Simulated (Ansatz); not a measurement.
# Series on liquid dimethyl carbonate, by repeats of the contents

Do the results settle as the cell grows, and how fast does the cost rise?

Computed with Ansatz 0.2.0: Kohn-Sham DFT, r2SCAN+D4, PAW (set soft_2). Every run is a single point, with the atoms held where the recipe put them (cutoff of the plane-wave runs 500 eV, fixed occupations).

First member: 7 dimethyl carbonate placed at random, at 1.07 g/cm³; overlaps pushed apart, then 10 ps at 470 K with MMFF94 bonds, angles, torsions, charges and radii (Halgren, J. Comput. Chem. 17, 490 (1996)) in harmonic and 12-6 forms. Snapshot after 20 ps at 320 K and fixed volume.

Last member: 21 dimethyl carbonate placed at random, at 1.07 g/cm³; overlaps pushed apart, then 10 ps at 470 K with MMFF94 bonds, angles, torsions, charges and radii (Halgren, J. Comput. Chem. 17, 490 (1996)) in harmonic and 12-6 forms. Snapshot after 20 ps at 320 K and fixed volume.

The members:

```tsv
repeats of the contents	reduced formula	atoms	valence electrons	k-mesh	basis	density (g/cm³)
1	H2CO	84	252	1×1×1	plane waves	1.07
2	H2CO	168	504	1×1×1	plane waves	1.07
3	H2CO	252	756	1×1×1	plane waves	1.07
```

Each cell is one sample from a classical run, so sample-to-sample scatter enters every column; pressures lack the kinetic term, and hold the strain of bonds inside molecules, whose lengths the classical model set.

The input of the first member, without its atom lines; other members have their own cell and atoms, and may differ in mesh, basis and outputs:

```yaml
crystal:
  lattice:
    - [9.92798, 0.0, 0.0]
    - [0.0, 9.92798, 0.0]
    - [0.0, 0.0, 9.92798]
  atoms:
    [... 84 lines ...]
kpoints:
  mp_grid: { grid: [1, 1, 1] }
hamiltonian:
  xc: r2scan
  dispersion: d4
scf:
  occupations: { method: fixed }
output:
  forces: true
  stress: true
  populations: true
  dos:
    method: { smearing: { sigma: 0.1 } }
    de: 0.1
    projected: { site_lists: { C: [C], H: [H], O: [O] } }
  eigenvalues: true
  write_density: true
  write_potential: true
  volumetric_format: npy
```

Results; charges are mean Löwdin charges in e:

```tsv
repeats of the contents	energy less the largest cell's (meV/atom)	pressure (GPa)	r.m.s. force (eV/Å)	gap (eV)	q(O)	q(H)	q(C)
1	5.9	-1.45	1.05	6.06	-0.34	+0.20	+0.11
2	2.1	-1.90	0.976	5.94	-0.35	+0.21	+0.10
3	0.0	-1.60	0.974	5.67	-0.34	+0.20	+0.11
```

The gap is that between the highest filled and lowest empty Kohn-Sham level on the run's k-points, and semilocal functionals tend to put gaps under measured ones. The projection misses up to 0.042 e an atom, so the charges add up to more than the cell's charge. Löwdin charges hang on the projection basis and can even invert the polarity of covalent bonds.

Cost on 8 threads of Arm Neoverse N1, shared host:

```tsv
repeats of the contents	atoms	basis	k-mesh	SCF cycles	time	host memory (GiB)	Δ force from the first basis (meV/Å)
1	84	plane waves	1×1×1	10	27 s	2.4	-
1	84	support functions	1×1×1	13	2.5 min	5.3	3.0
2	168	plane waves	1×1×1	11	80 s	5.5	-
2	168	support functions	1×1×1	13	5.6 min	8.9	3.1
3	252	plane waves	1×1×1	11	3 min	8.9	-
3	252	support functions	1×1×1	15	9.8 min	12	3.1
```

Times include the outputs that each run asked for, on hosts shared with other jobs.

What the series shows: The energy per atom of the smallest cell lies 5.9 meV above that of the largest; what changes from cell to cell is the k-sampling and the sample. The two largest cells differ by 2.1 meV/atom. The gap goes steadily from 6.06 eV at 1 to 5.67 eV at 3; in single samples it varies with the configuration. The pressure is lowest at 2 (-1.9 GPa) and highest at 1 (-1.4 GPa), with no steady trend. Support functions take 5.7 times the wall time of plane waves at 84 atoms and 3.3 times at 252 (the times hold unlike extra outputs; shared hosts, so rough).

**Limits.** The network of contacts between molecules at the start is that of the classical potential that made the cell, and needn't be the one that DFT or experiment would give. The cells aren't relaxed by DFT, which could reorder their energies.

[Logs are printed without paths, hosts, clocks, repeated set-up lines and the standing remarks that a program may print on its own settings, such as how far it seeks lower states.]

[Hosts, paths, dates, database ids (printed as entryN), source tags and the programs' standing remarks are cut or masked in the printed files.]

[The MMFF94 radii named for the starting cell were scaled by 0.96; in molecules described by MMFF94, hydrogen bound to N, O or S took a small fixed 12-6 site in their place.]
